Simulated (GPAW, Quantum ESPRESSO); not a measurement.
# Y L₃-edge XANES of Y (P6_3/mmc)

Aim: the Y L₃ edge of Y (P6_3/mmc) by two routes, a Lanczos recursion (XSpectra) and a sum over empty bands (GPAW), to see which features are robust.

Program: Quantum ESPRESSO 7.5. Level of theory: core-hole supercells, plane-wave PAW PBE (first program; GPAW 26.7.0 follows as the second). Results are calculated unless marked as measured.

This is a report of a sequence of runs, with most program output left out.

## Step 1: The structure

It takes space group P6_3/mmc (No. 194, hexagonal). Conventional cell: a = 3.647 Å, b = 3.647 Å, c = 5.731 Å, α = 90.00°, β = 90.00°, γ = 120.00°. Nearest to Y lie 12 Y at 3.56 to 3.65 Å.

## Step 2: The field without a hole (Quantum ESPRESSO)

A plain self-consistent run shows whether there is a gap, which decides the set-up of the core-hole run.

The PAW data sets are made with ld1.x, with reconstruction data.

Input file scf.in:

```
&control
   calculation='scf', prefix='x', pseudo_dir='../pp', outdir='tmp', tprnfor=.true.
/
&system
   ibrav=0, nat=2, ntyp=2, nbnd=15
   ecutwfc=41, ecutrho=340
   occupations='smearing', smearing='mv', degauss=0.015
/
&electrons
   conv_thr=2.0e-08, electron_maxstep=120
   mixing_beta=0.5
/
ATOMIC_SPECIES
Y3 1.0 Y.pbe-spn-kjpaw.UPF
Y 1.0 Y.pbe-spn-kjpaw.UPF
CELL_PARAMETERS angstrom
  3.64740000 0.00000000 0.00000000
  -1.82370000 3.15874106 0.00000000
  0.00000000 0.00000000 5.73060000
ATOMIC_POSITIONS crystal
Y3   0.66666667 0.33333333 0.75000000
Y    0.33333333 0.66666667 0.25000000
K_POINTS automatic
8 8 5 0 0 0
```

Started as:

```
$ OMP_NUM_THREADS=1 mpirun --oversubscribe --bind-to none -np 4 pw.x -nk 4 -in scf.in > scf.out
```

It took 6 s on 4 MPI ranks of Intel Xeon 6975P-C (Granite Rapids), shared host; peak memory 0.11 GiB; 23 s of CPU time.

Absorbing atoms carry a label of their own (element plus a letter or digit), as the spectrum program needs them as separate species.

The mesh shows no gap, so the system is treated as a metal and the core electron is put at the Fermi level (neutral cell).

## Step 3: Spectrum without a core hole, Y atom 1 (Quantum ESPRESSO)

Without a hole the spectrum is the empty density of states of the right symmetry on the absorber, weighted by matrix elements. It needs only the small cell and serves as the baseline.

The absorber has 6 Y at 3.56 Å and 6 Y at 3.65 Å (anticuboctahedral, as in hcp, site symmetry -6m2).

Input file xspectra.in:

```
&input_xspectra
   calculation='xanes_dipole', edge='L3'
   prefix='x', outdir='tmp', xiabs=1, xe0=9.468
   xonly_plot=.false., x_save_file='xanes.sav'
   xniter=3000, xcheck_conv=20, xerror=0.005
   xcoordcrys=.false., xepsilon(1)=1, xepsilon(2)=0, xepsilon(3)=0
/
&plot
   xnepoint=413, xemin=-10, xemax=45, terminator=.true., cut_occ_states=.true.
   xgamma=0.4
/
&pseudos
   filecore='../Y.wfc'
/
&cut_occ
   cut_desmooth=0.1, cut_stepl=0.05, cut_stepu=0.05, cut_ierror=1e-5
/
7 7 4 0 0 0
```

Started as:

```
$ OMP_NUM_THREADS=1 mpirun --oversubscribe --bind-to none -np 4 xspectra.x -nk 4 -in xspectra.in > xspectra.out
```

Run time: 55 s. Hardware: 4 MPI ranks; peak memory 0.1 GiB.

The core hole lives too briefly for so narrow a line (tabulated full width 1.5 eV). The run keeps xgamma small, and the tables are broadened afterwards: Lorentzian half width 0.75 eV up to 4 eV, rising linearly to 1.75 eV at 25 eV (not a setting of the program: the run's 0.4 eV curve was folded afterwards with a further Lorentzian).

The Y L₃ spectrum, Y atom 1, no core hole (energy from the energy zero of the input (xe0, at the border of filled and empty states); intensity scaled to a mean of 1 over the first 20 eV; folded afterwards to Lorentzian half width 0.75 eV up to 4 eV, rising linearly to 1.75 eV at 25 eV; the points at xe0, where the cut of filled states can leave a spike, are interpolated; polarised curves are means over the symmetry-equivalent atoms):

| E (eV) | isotropic | ε ⊥ c | ε ∥ c |
| --- | --- | --- | --- |
| -2.00 | 0.16 | 0.16 | 0.15 |
| -1.25 | 0.23 | 0.24 | 0.23 |
| -0.50 | 0.41 | 0.42 | 0.40 |
| 0.25 | 0.76 | 0.77 | 0.75 |
| 1.00 | 1.15 | 1.13 | 1.20 |
| 1.75 | 1.44 | 1.44 | 1.42 |
| 2.50 | 1.42 | 1.44 | 1.37 |
| 3.25 | 1.48 | 1.50 | 1.44 |
| 4.00 | 1.82 | 1.82 | 1.82 |
| 4.75 | 2.17 | 2.17 | 2.17 |
| 5.50 | 1.83 | 1.82 | 1.85 |
| 6.25 | 1.26 | 1.26 | 1.28 |
| 7.00 | 1.00 | 1.00 | 0.99 |
| 7.75 | 0.95 | 0.95 | 0.95 |
| 8.50 | 0.88 | 0.88 | 0.90 |
| 9.25 | 0.87 | 0.87 | 0.86 |
| 10.00 | 0.89 | 0.90 | 0.87 |
| 10.75 | 0.90 | 0.91 | 0.87 |
| 11.50 | 0.83 | 0.83 | 0.84 |
| 12.25 | 0.75 | 0.73 | 0.77 |
| 13.00 | 0.66 | 0.65 | 0.68 |
| 13.75 | 0.60 | 0.60 | 0.61 |
| 14.50 | 0.59 | 0.59 | 0.59 |
| 15.25 | 0.61 | 0.60 | 0.61 |
| 16.00 | 0.65 | 0.64 | 0.65 |
| 16.75 | 0.69 | 0.69 | 0.69 |
| 17.50 | 0.71 | 0.72 | 0.69 |
| 18.25 | 0.70 | 0.71 | 0.68 |
| 19.00 | 0.67 | 0.68 | 0.65 |
| 19.75 | 0.64 | 0.64 | 0.65 |
| 20.50 | 0.64 | 0.62 | 0.66 |
| 21.25 | 0.63 | 0.62 | 0.65 |
| 22.00 | 0.62 | 0.61 | 0.64 |
| 22.75 | 0.60 | 0.60 | 0.60 |
| 23.50 | 0.56 | 0.57 | 0.55 |
| 24.25 | 0.53 | 0.54 | 0.52 |
| 25.00 | 0.52 | 0.53 | 0.50 |
| 25.75 | 0.51 | 0.52 | 0.50 |
| 26.50 | 0.52 | 0.52 | 0.52 |
| 27.25 | 0.53 | 0.52 | 0.53 |
| 28.00 | 0.53 | 0.53 | 0.54 |
| 28.75 | 0.54 | 0.53 | 0.55 |
| 29.50 | 0.54 | 0.54 | 0.54 |
| 30.25 | 0.54 | 0.55 | 0.54 |
| 31.00 | 0.55 | 0.56 | 0.54 |
| 31.75 | 0.55 | 0.56 | 0.54 |

Main maxima below 30 eV (height): 2.0 eV (1.45), 4.8 eV (2.18) and 17.6 eV (0.71). At an L edge the dipole rule selects empty d (and weakly s) states on the absorber, and the strong line at the onset measures the empty part of its d band.

## Step 4: Reference energy of the supercell (Quantum ESPRESSO)

The photon energy needs a difference of total energies, so the cell and mesh of the coming hole run are first run without a hole.

Input file scf.in:

```
&control
   calculation='scf', prefix='x', pseudo_dir='../pp', outdir='tmp', tprnfor=.true.
/
&system
   ibrav=0, nat=8, ntyp=1, nbnd=54
   ecutwfc=41, ecutrho=340
   occupations='smearing', smearing='mv', degauss=0.015
/
&electrons
   conv_thr=8.0e-08, electron_maxstep=120
   mixing_beta=0.5
/
ATOMIC_SPECIES
Y 1.0 Y.pbe-spn-kjpaw.UPF
CELL_PARAMETERS angstrom
  -1.82370000 -3.15874106 -5.73060000
  1.82370000 3.15874106 -5.73060000
  7.29480000 0.00000000 0.00000000
ATOMIC_POSITIONS crystal
Y    0.45833333 0.79166667 0.16666667
Y    0.95833333 0.29166667 0.16666667
Y    0.45833333 0.79166667 0.66666667
Y    0.95833333 0.29166667 0.66666667
Y    0.54166667 0.20833333 0.83333333
Y    0.04166667 0.70833333 0.83333333
Y    0.54166667 0.20833333 0.33333333
Y    0.04166667 0.70833333 0.33333333
K_POINTS automatic
5 5 5 0 0 0
```

Started as:

```
$ OMP_NUM_THREADS=1 mpirun --oversubscribe --bind-to none -np 4 pw.x -nk 4 -in scf.in > scf.out
```

The job ended after 75 s (4 MPI ranks; peak memory 0.36 GiB).

Reference energy: -736963.189 eV with the cores included.

## Step 5: The atom with a core hole (Quantum ESPRESSO)

The final state has one core electron fewer, so a PAW data set is made for an atom with that hole.

Input file Y.pbe-spn-kjpaw-2pch.ld1.in:

```
&input
   title='Y', zed=39., rel=1, iswitch=3, dft='PBE',
   config='1s2 2s2 2p5 3s2 3p6 3d10 4s2 4p6 5s2 5p0 4d2'
/
&inputp
   file_pseudopw='Y.pbe-spn-kjpaw-2pch.UPF', author='',
   lpaw=.true.,
   pseudotype=3,
   lloc=-1,
   rcloc=1.6,
   which_augfun='PSQ',
   rmatch_augfun_nc=.true.,
   nlcc=.true.,
   new_core_ps=.true.,
   rcore=1.2,
   tm=.true.,
   zval=12,
   lgipaw_reconstruction=.true., use_paw_as_gipaw=.true.
/
6
4S  1  0  2.00  0.00  1.08  1.40  0.0
5S  2  0  2.00  0.00  1.08  1.40  0.0
4P  2  1  6.00  0.00  1.17  1.60  0.0
5P  3  1  0.00  0.00  1.17  1.60  0.0
4D  3  2  2.00  0.00  1.08  1.80  0.0
4D  3  2  0.00  0.50  1.08  1.80  0.0
```

Started as:

```
$ ld1.x < Y.pbe-spn-kjpaw-2pch.ld1.in > Y.pbe-spn-kjpaw-2pch.ld1.out
```

Elapsed: 0.85 s, on 1 MPI rank; peak memory 0.13 GiB.

## Step 6: Supercell with XCH, Y atom 1 (Quantum ESPRESSO)

The holes are 6.8 Å apart. The excited electron is kept in the cell, where it fills the lowest empty states and screens the hole.

scf.in, as its differences from that of step 4:

```diff
@@ -4,3 +4,3 @@
 &system
-   ibrav=0, nat=8, ntyp=1, nbnd=54
+   ibrav=0, nat=8, ntyp=2, nbnd=55
    ecutwfc=41, ecutrho=340
@@ -13,2 +13,3 @@
 ATOMIC_SPECIES
+Y0 1.0 Y.pbe-spn-kjpaw-2pch.UPF
 Y 1.0 Y.pbe-spn-kjpaw.UPF
@@ -19,3 +20,3 @@
 ATOMIC_POSITIONS crystal
-Y    0.45833333 0.79166667 0.16666667
+Y0   0.45833333 0.79166667 0.16666667
 Y    0.95833333 0.29166667 0.16666667
```

Started as:

```
$ OMP_NUM_THREADS=1 mpirun --oversubscribe --bind-to none -np 4 pw.x -nk 4 -in scf.in > scf.out
```

Wall time 87 s (4 MPI ranks); peak memory 0.35 GiB; 5.8 min of CPU time.

Energy with the hole: -734867.419 eV, cores included.

## Step 7: Spectrum with XCH, Y atom 1 (Quantum ESPRESSO)

The Lanczos recursion gives the spectrum without computing empty bands; each polarisation needs a run of its own on the full k mesh. xe0 is set between filled and empty states, and states below it are cut, here at the Fermi level, which holds the excited electron. The file of filecore holds the core orbital, taken from the hole-free data set.

xspectra.in, as its differences from that of step 3:

```diff
@@ -2,3 +2,3 @@
    calculation='xanes_dipole', edge='L3'
-   prefix='x', outdir='tmp', xiabs=1, xe0=9.468
+   prefix='x', outdir='tmp', xiabs=1, xe0=9.4016
    xonly_plot=.false., x_save_file='xanes.sav'
@@ -17,2 +17,2 @@
 /
-7 7 4 0 0 0
+4 4 4 0 0 0
```

xspectra_1.in, as its differences from xspectra.in of step 7:

```diff
@@ -5,3 +5,3 @@
    xniter=3000, xcheck_conv=20, xerror=0.005
-   xcoordcrys=.false., xepsilon(1)=1, xepsilon(2)=0, xepsilon(3)=0
+   xcoordcrys=.false., xepsilon(1)=0, xepsilon(2)=1, xepsilon(3)=0
 /
```

xspectra_2.in, as its differences from xspectra_1.in of step 7:

```diff
@@ -5,3 +5,3 @@
    xniter=3000, xcheck_conv=20, xerror=0.005
-   xcoordcrys=.false., xepsilon(1)=0, xepsilon(2)=1, xepsilon(3)=0
+   xcoordcrys=.false., xepsilon(1)=0, xepsilon(2)=0, xepsilon(3)=1
 /
```

Started as:

```
$ OMP_NUM_THREADS=1 mpirun --oversubscribe --bind-to none -np 4 xspectra.x -nk 4 -in xspectra.in > xspectra.out
```

It took 11 min on 4 MPI ranks; peak memory 0.26 GiB.

The Y L₃ spectrum, Y atom 1, excited-electron core hole (neutral cell) (energy from the energy zero of the input (xe0, at the border of filled and empty states); intensity scaled to a mean of 1 over the first 20 eV; folded afterwards to Lorentzian half width 0.75 eV up to 4 eV, rising linearly to 1.75 eV at 25 eV; the points at xe0, where the cut of filled states can leave a spike, are interpolated; polarised curves are means over the symmetry-equivalent atoms):

| E (eV) | isotropic | ε ⊥ c | ε ∥ c |
| --- | --- | --- | --- |
| -2.0 | 0.23 | 0.23 | 0.23 |
| -1.5 | 0.31 | 0.31 | 0.31 |
| -1.0 | 0.45 | 0.45 | 0.45 |
| -0.5 | 0.71 | 0.71 | 0.72 |
| 0.0 | 1.16 | 1.15 | 1.18 |
| 0.5 | 1.68 | 1.64 | 1.77 |
| 1.0 | 2.13 | 2.09 | 2.22 |
| 1.5 | 2.25 | 2.28 | 2.18 |
| 2.0 | 2.07 | 2.13 | 1.96 |
| 2.5 | 1.85 | 1.87 | 1.79 |
| 3.0 | 1.81 | 1.80 | 1.83 |
| 3.5 | 1.97 | 1.95 | 1.99 |
| 4.0 | 2.17 | 2.16 | 2.17 |
| 4.5 | 2.00 | 2.00 | 2.00 |
| 5.0 | 1.57 | 1.56 | 1.59 |
| 5.5 | 1.17 | 1.15 | 1.20 |
| 6.0 | 0.91 | 0.90 | 0.93 |
| 6.5 | 0.79 | 0.78 | 0.79 |
| 7.0 | 0.75 | 0.76 | 0.75 |
| 7.5 | 0.75 | 0.75 | 0.74 |
| 8.0 | 0.74 | 0.74 | 0.74 |
| 8.5 | 0.74 | 0.74 | 0.74 |
| 9.0 | 0.74 | 0.74 | 0.73 |
| 9.5 | 0.74 | 0.75 | 0.73 |
| 10.0 | 0.75 | 0.76 | 0.73 |
| 10.5 | 0.75 | 0.76 | 0.73 |
| 11.0 | 0.72 | 0.73 | 0.72 |
| 11.5 | 0.68 | 0.67 | 0.69 |
| 12.0 | 0.63 | 0.62 | 0.65 |
| 12.5 | 0.58 | 0.57 | 0.60 |
| 13.0 | 0.54 | 0.54 | 0.55 |
| 13.5 | 0.52 | 0.52 | 0.53 |
| 14.0 | 0.52 | 0.52 | 0.52 |
| 14.5 | 0.52 | 0.52 | 0.53 |
| 15.0 | 0.54 | 0.54 | 0.54 |
| 15.5 | 0.57 | 0.57 | 0.57 |
| 16.0 | 0.60 | 0.60 | 0.60 |
| 16.5 | 0.62 | 0.63 | 0.62 |
| 17.0 | 0.64 | 0.64 | 0.62 |
| 17.5 | 0.63 | 0.64 | 0.62 |
| 18.0 | 0.62 | 0.63 | 0.61 |
| 18.5 | 0.61 | 0.62 | 0.59 |
| 19.0 | 0.59 | 0.60 | 0.59 |
| 19.5 | 0.58 | 0.58 | 0.58 |
| 20.0 | 0.57 | 0.56 | 0.59 |
| 20.5 | 0.57 | 0.56 | 0.59 |
| 21.0 | 0.56 | 0.55 | 0.59 |
| 21.5 | 0.56 | 0.55 | 0.58 |
| 22.0 | 0.55 | 0.54 | 0.56 |
| 22.5 | 0.53 | 0.53 | 0.54 |
| 23.0 | 0.52 | 0.52 | 0.51 |
| 23.5 | 0.50 | 0.50 | 0.48 |
| 24.0 | 0.48 | 0.49 | 0.47 |
| 24.5 | 0.47 | 0.47 | 0.45 |
| 25.0 | 0.46 | 0.47 | 0.45 |
| 25.5 | 0.46 | 0.47 | 0.45 |
| 26.0 | 0.47 | 0.47 | 0.46 |
| 26.5 | 0.47 | 0.47 | 0.47 |
| 27.0 | 0.48 | 0.48 | 0.48 |
| 27.5 | 0.49 | 0.48 | 0.50 |
| 28.0 | 0.50 | 0.49 | 0.51 |
| 28.5 | 0.50 | 0.49 | 0.51 |
| 29.0 | 0.50 | 0.49 | 0.50 |
| 29.5 | 0.50 | 0.50 | 0.50 |
| 30.0 | 0.50 | 0.50 | 0.49 |
| 30.5 | 0.50 | 0.51 | 0.49 |
| 31.0 | 0.50 | 0.50 | 0.49 |
| 31.5 | 0.50 | 0.50 | 0.49 |
| 32.0 | 0.50 | 0.50 | 0.49 |

Main maxima below 30 eV (height): 1.5 eV (2.25), 4.0 eV (2.17) and 17.1 eV (0.64). 

## Step 8: The field without a hole (GPAW)

The second program starts from its own ground state, on the same cell and functional.

Input file scf.py:

```python
import numpy as np
from ase import Atoms
from ase.parallel import parprint, paropen
from gpaw import GPAW, PW, FermiDirac, Mixer, MixerDif, setup_paths
from gpaw.test import gen
setup_paths.insert(0, '.')
gen('Y', name='nch2p', xcname='PBE', corehole=(2, 1, 0), write_xml=True)
from gpaw.mpi import world
world.barrier()

atoms = Atoms('Y2',
    cell=[[3.6474, 0, 0],
     [-1.8237, 3.15874106, 0],
     [0, 0, 5.7306]],
    scaled_positions=[[0.66666667, 0.33333333, 0.75],
     [0.33333333, 0.66666667, 0.25]],
    pbc=True)
atoms.calc = calc = GPAW(legacy_gpaw=True, mode=PW(500, force_complex_dtype=True), xc='PBE', setups={0: 'nch2p'},
    kpts={'size': (8, 8, 5), 'gamma': True}, occupations=FermiDirac(0.05),
    charge=0, mixer=Mixer(0.1, 5, 50), maxiter=150,
    convergence={'density': 0.0001, 'eigenstates': 1e-6}, txt='scf.txt')
energy = atoms.get_potential_energy() + calc.get_reference_energy()
ef = calc.get_fermi_level()
out = dict(energy=energy, fermi=ef, forces=atoms.get_forces().tolist())
parprint(f'all-electron energy {energy:.4f} eV, Fermi level {ef:.4f} eV')
ev = np.array([[calc.get_eigenvalues(k, s) for k in range(len(calc.get_ibz_k_points()))] for s in range(calc.get_number_of_spins())])
out['homo'], out['lumo'], out['counts'] = ev[ev < ef].max(), ev[ev > ef].min(), sorted(set((ev < ef).sum((0, 2)).tolist()))
out['filled'] = (ev[:, 0] < ef).sum(1).tolist()
import json
with paropen('out.json', 'w') as f:
    json.dump(out, f)
```

Started as:

```
$ OMP_NUM_THREADS=1 mpirun -n 4 gpaw python scf.py
```

Run time: 8.9 s. Hardware: 4 MPI ranks; peak memory 0.2 GiB; 35 s of CPU time.

The mesh shows no gap, so the system is treated as a metal and the core electron is put at the Fermi level (neutral cell).

## Step 9: Spectrum without a core hole, Y atom 1 (GPAW)

Without a hole the spectrum is the empty density of states of the right symmetry on the absorber, weighted by matrix elements. It needs only the small cell and serves as the baseline. The data set with a hole of occupation 0 only carries the core orbital.

Input file xas.py:

```python
import numpy as np
from ase import Atoms
from ase.parallel import parprint, paropen
from gpaw import GPAW, PW, FermiDirac, Mixer, MixerDif, setup_paths
from gpaw.test import gen
setup_paths.insert(0, '.')
gen('Y', name='nch2p', xcname='PBE', corehole=(2, 1, 0), write_xml=True)
from gpaw.mpi import world
world.barrier()

atoms = Atoms('Y2',
    cell=[[3.6474, 0, 0],
     [-1.8237, 3.15874106, 0],
     [0, 0, 5.7306]],
    scaled_positions=[[0.66666667, 0.33333333, 0.75],
     [0.33333333, 0.66666667, 0.25]],
    pbc=True)
atoms.calc = calc = GPAW(legacy_gpaw=True, mode=PW(500, force_complex_dtype=True), xc='PBE', setups={0: 'nch2p'},
    kpts={'size': (11, 11, 6), 'gamma': True}, occupations=FermiDirac(0.1),
    charge=0, mixer=Mixer(0.1, 5, 50), maxiter=150,
    convergence={'density': 0.0001, 'eigenstates': 1e-6}, txt='scf.txt')
energy = atoms.get_potential_energy() + calc.get_reference_energy()
ef = calc.get_fermi_level()
out = dict(energy=energy, fermi=ef, forces=atoms.get_forces().tolist())
parprint(f'all-electron energy {energy:.4f} eV, Fermi level {ef:.4f} eV')
ev = np.array([[calc.get_eigenvalues(k, s) for k in range(len(calc.get_ibz_k_points()))] for s in range(calc.get_number_of_spins())])
out['homo'], out['lumo'], out['counts'] = ev[ev < ef].max(), ev[ev > ef].min(), sorted(set((ev < ef).sum((0, 2)).tolist()))
out['filled'] = (ev[:, 0] < ef).sum(1).tolist()

from ase.units import Ha
from gpaw.xas import dipole_matrix_elements
nb = int(calc.get_number_of_electrons() / 2) + 53
top, nb = nb, nb + 8 + nb // 12
nscf = calc.fixed_density(kpts={'size': (7, 7, 4), 'gamma': True}, nbands=nb,
    convergence={'bands': top, 'eigenstates': 5e-3}, maxiter=60, txt='nscf.txt')
cell = atoms.cell.array
ops = [cell.T @ U.T @ np.linalg.inv(cell.T) for U in nscf.wfs.kd.symmetry.op_scc]
E = np.arange(-25, 34, 0.1)
fwhm = np.interp(E, [4, 25], [1.5, 3.5])
Y, X, zero, highest = 0, 0, 1e9, 1e9
for spin in range(nscf.get_number_of_spins()):
    wfs = nscf.wfs
    mine = wfs.bd.get_slice()  # this rank's bands
    A = dipole_matrix_elements(wfs.setups[0])
    eps = np.zeros((wfs.kd.nibzkpts, nb))
    d = np.zeros((3, A.shape[1], wfs.kd.nibzkpts, nb), complex)
    for kpt in wfs.kpt_u:
        if kpt.s == spin and 0 in kpt.P_ani:
            eps[kpt.k, mine] = kpt.eps_n * Ha
            d[:, :, kpt.k, mine] = (kpt.weight * wfs.nspins / 2) ** 0.5 * np.inner(A, kpt.P_ani[0])
    world.sum(eps)
    world.sum(d)
    T = np.einsum('amkn,bmkn->abkn', d, d.conj()).real
    T = sum(np.einsum('ai,ijkn,bj->abkn', R, T, R) for R in ops) / len(ops)
    empty = eps > ef
    zero, highest = min(zero, eps[empty].min()), min(highest, eps[:, top - 1].min())
    lines = [(eps, T, empty)] if spin == 0 else lines + [(eps, T, empty)]
for eps, T, empty in lines:
    f = np.einsum('aakn->akn', T).reshape(3, -1)
    x = eps.ravel() - zero
    w = np.interp(x, E, fwhm) / 2.35482
    g = np.exp(-0.5 * ((E[:, None] - x) / w) ** 2) / (w * (2 * np.pi) ** 0.5)
    Y = Y + (f * empty.ravel()) @ g.T
    X = X + (f * ~empty.ravel()) @ g.T
out.update(E=E.round(2).tolist(), xas=Y.tolist(), xes=X.tolist(), zero=zero, valid=highest - zero, nk=len(eps), nb=nb)
for i in range(0, len(E), 10):
    parprint(f'{E[i]:7.2f}', *(f'{v:10.3e}' for v in Y[:, i]))
import json
with paropen('out.json', 'w') as f:
    json.dump(out, f)
```

Started as:

```
$ OMP_NUM_THREADS=1 mpirun -n 4 gpaw python xas.py
```

Run time: 22 s. Hardware: 4 MPI ranks; peak memory 0.32 GiB.

The Y L₃ spectrum, Y atom 1, no core hole (energy from the lowest empty level; intensity scaled to a mean of 1 over the first 20 eV; polarised curves are means over the symmetry-equivalent atoms):

| E (eV) | isotropic | ε ⊥ c | ε ∥ c |
| --- | --- | --- | --- |
| -2.0 | 0.00 | 0.00 | 0.00 |
| -1.5 | 0.01 | 0.01 | 0.01 |
| -1.0 | 0.07 | 0.07 | 0.05 |
| -0.5 | 0.23 | 0.25 | 0.20 |
| 0.0 | 0.52 | 0.53 | 0.48 |
| 0.5 | 0.88 | 0.86 | 0.91 |
| 1.0 | 1.25 | 1.21 | 1.34 |
| 1.5 | 1.51 | 1.50 | 1.55 |
| 2.0 | 1.53 | 1.56 | 1.47 |
| 2.5 | 1.37 | 1.42 | 1.29 |
| 3.0 | 1.31 | 1.34 | 1.25 |
| 3.5 | 1.53 | 1.54 | 1.51 |
| 4.0 | 2.01 | 2.01 | 2.02 |
| 4.5 | 2.48 | 2.48 | 2.50 |
| 5.0 | 2.54 | 2.53 | 2.55 |
| 5.5 | 2.04 | 2.02 | 2.07 |
| 6.0 | 1.38 | 1.37 | 1.41 |
| 6.5 | 0.94 | 0.94 | 0.94 |
| 7.0 | 0.77 | 0.78 | 0.76 |
| 7.5 | 0.77 | 0.78 | 0.76 |
| 8.0 | 0.78 | 0.78 | 0.80 |
| 8.5 | 0.77 | 0.76 | 0.80 |
| 9.0 | 0.78 | 0.77 | 0.79 |
| 9.5 | 0.82 | 0.83 | 0.80 |
| 10.0 | 0.88 | 0.90 | 0.84 |
| 10.5 | 0.92 | 0.95 | 0.87 |
| 11.0 | 0.91 | 0.92 | 0.88 |
| 11.5 | 0.84 | 0.84 | 0.85 |
| 12.0 | 0.75 | 0.73 | 0.79 |
| 12.5 | 0.65 | 0.63 | 0.70 |
| 13.0 | 0.57 | 0.55 | 0.60 |
| 13.5 | 0.51 | 0.50 | 0.52 |
| 14.0 | 0.48 | 0.48 | 0.49 |
| 14.5 | 0.49 | 0.48 | 0.49 |
| 15.0 | 0.52 | 0.51 | 0.53 |
| 15.5 | 0.57 | 0.56 | 0.58 |
| 16.0 | 0.63 | 0.63 | 0.64 |
| 16.5 | 0.69 | 0.69 | 0.69 |
| 17.0 | 0.73 | 0.74 | 0.72 |
| 17.5 | 0.75 | 0.77 | 0.72 |
| 18.0 | 0.75 | 0.77 | 0.70 |
| 18.5 | 0.72 | 0.74 | 0.68 |
| 19.0 | 0.69 | 0.71 | 0.67 |
| 19.5 | 0.67 | 0.67 | 0.67 |
| 20.0 | 0.65 | 0.64 | 0.67 |
| 20.5 | 0.65 | 0.63 | 0.69 |
| 21.0 | 0.65 | 0.63 | 0.70 |
| 21.5 | 0.66 | 0.63 | 0.70 |
| 22.0 | 0.65 | 0.63 | 0.69 |
| 22.5 | 0.63 | 0.62 | 0.65 |
| 23.0 | 0.60 | 0.60 | 0.61 |
| 23.5 | 0.57 | 0.58 | 0.56 |
| 24.0 | 0.54 | 0.55 | 0.51 |
| 24.5 | 0.51 | 0.53 | 0.48 |
| 25.0 | 0.50 | 0.51 | 0.47 |
| 25.5 | 0.49 | 0.50 | 0.47 |
| 26.0 | 0.50 | 0.50 | 0.48 |
| 26.5 | 0.51 | 0.51 | 0.50 |
| 27.0 | 0.52 | 0.51 | 0.52 |
| 27.5 | 0.53 | 0.52 | 0.54 |
| 28.0 | 0.54 | 0.53 | 0.56 |
| 28.5 | 0.54 | 0.53 | 0.57 |
| 29.0 | 0.55 | 0.54 | 0.57 |
| 29.5 | 0.56 | 0.55 | 0.57 |
| 30.0 | 0.57 | 0.57 | 0.57 |
| 30.5 | 0.57 | 0.58 | 0.56 |
| 31.0 | 0.58 | 0.59 | 0.55 |
| 31.5 | 0.58 | 0.59 | 0.55 |
| 32.0 | 0.57 | 0.59 | 0.54 |

Main maxima below 30 eV (height): 1.8 eV (1.56), 4.8 eV (2.59), 10.6 eV (0.92) and 17.6 eV (0.75). 

The same matrix elements for filled bands give the Y L₃ emission of Y atom 1 (ground-state approximation; energy from the lowest empty level, largest value 1):

| E (eV) | emission |
| --- | --- |
| -24.00 | 0.00 |
| -23.25 | 0.00 |
| -22.50 | 0.00 |
| -21.75 | 0.00 |
| -21.00 | 0.00 |
| -20.25 | 0.00 |
| -19.50 | 0.00 |
| -18.75 | 0.00 |
| -18.00 | 0.00 |
| -17.25 | 0.00 |
| -16.50 | 0.00 |
| -15.75 | 0.00 |
| -15.00 | 0.00 |
| -14.25 | 0.00 |
| -13.50 | 0.00 |
| -12.75 | 0.00 |
| -12.00 | 0.00 |
| -11.25 | 0.00 |
| -10.50 | 0.00 |
| -9.75 | 0.00 |
| -9.00 | 0.00 |
| -8.25 | 0.00 |
| -7.50 | 0.00 |
| -6.75 | 0.00 |
| -6.00 | 0.00 |
| -5.25 | 0.00 |
| -4.50 | 0.01 |
| -3.75 | 0.04 |
| -3.00 | 0.10 |
| -2.25 | 0.30 |
| -1.50 | 0.68 |
| -0.75 | 1.00 |
| 0.00 | 0.70 |
| 0.75 | 0.17 |
| 1.50 | 0.01 |
| 2.25 | 0.00 |
| 3.00 | 0.00 |

Emission maxima: -0.6 eV (1.00).

[end of part 1 of 2]

[Logs are printed without paths, hosts, clocks, repeated set-up lines and the standing remarks that a program may print on its own settings, such as how far it seeks lower states.]

[Hosts, paths, dates, database ids (printed as entryN), source tags and the programs' standing remarks are cut or masked in the printed files.]

[Lists of maxima count a maximum above −3 eV only where it reaches 4 % of the highest in the window and stands out from its surroundings by 2 % of it (1.5 % where it reaches 55 %); shoulders and weaker maxima are passed over, and of the rest the first, up to two pre-edge ones and the few strongest are named.]
